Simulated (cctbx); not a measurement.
**What resolution and counting buy: TlV4PbS8**

Space group C2/m (no. 12), a = 18.6690 Å, b = 3.3350 Å, c = 8.7470 Å, α = 90.00°, β = 104.87°, γ = 90.00°.

| atom | mult. | x | y | z | Ueq (Å²) |
| --- | --- | --- | --- | --- | --- |
| Pb1 | 2 | 0 | 0 | 1/2 | 0.0049 |
| Tl1 | 2 | 0 | 1/2 | 0 | 0.0033 |
| V1 | 4 | 0.3462 | 0 | 0.5044 | 0.0084 |
| V2 | 4 | 0.2848 | 0 | 0.1399 | 0.0081 |
| S1 | 4 | 0.4198 | 0 | 0.3227 | 0.0092 |
| S2 | 4 | 0.0901 | 0 | 0.3205 | 0.0079 |
| S3 | 4 | 0.2424 | 0 | 0.6539 | 0.0079 |
| S4 | 4 | 0.1603 | 0 | 0.9974 | 0.0071 |

The model is made up (kin elements in a known structure type, no relaxation), so it says nothing on whether the phase exists.

Five simulated data sets (cctbx; Mo Kα, λ = 0.71073 Å; 4 % proportional error) differ in resolution or exposure (noise floor 4 counts in the first three, 8 in the last two). Each is refined with the right model, isotropic at 1.1 Å and anisotropic otherwise. How do the figures of merit and the uncertainties move?

| d min (Å) | top counts | ⟨I/σ⟩ (unmerged, absences included) | unique | param. (scale apart) | Rint | R1 | GooF | largest s.u. xyz (fractional) | s.u. U of S1 (Å²) | largest error (Å) |
| --- | --- | --- | --- | --- | --- | --- | --- | --- | --- | --- |
| 1.1 | 5000 | 6.1 | 238 | 20 | 0.036 | 0.0195 | 1.03 | 0.00053 | 0.0011 | 0.0074 |
| 0.84 | 5000 | 5.5 | 529 | 44 | 0.035 | 0.0200 | 0.95 | 0.00030 | 0.0012 | 0.0054 |
| 0.6 | 5000 | 4.6 | 1416 | 44 | 0.042 | 0.0226 | 0.94 | 0.00017 | 0.0006 | 0.0025 |
| 0.75 | 300 | 1.0 | 745 | 44 | 0.229 | 0.0672 | 0.92 | 0.00268 | 0.0069 | 0.0453 |
| 0.75 | 3000 | 4.0 | 745 | 44 | 0.051 | 0.0255 | 0.92 | 0.00041 | 0.0013 | 0.0049 |

The number of reflections grows roughly as 1/d³: 238, 529 and 1416 here. R1 follows the noise rather than the truth: at 300 counts it is 0.0672, at 3000 counts 0.0255, while GooF is 0.92 and 0.92: the weights 1/σ² carry the noise. The s.u. of U (U11 where anisotropic) for S1 goes 0.0011, 0.0012, 0.0006 Å² with resolution and 0.0069, 0.0013 Å² with exposure.

Hardware for the 0.6 Å refinement: 0.37 s on 1 thread of Arm Neoverse V2 (shared host), peak memory 0.09 GiB.
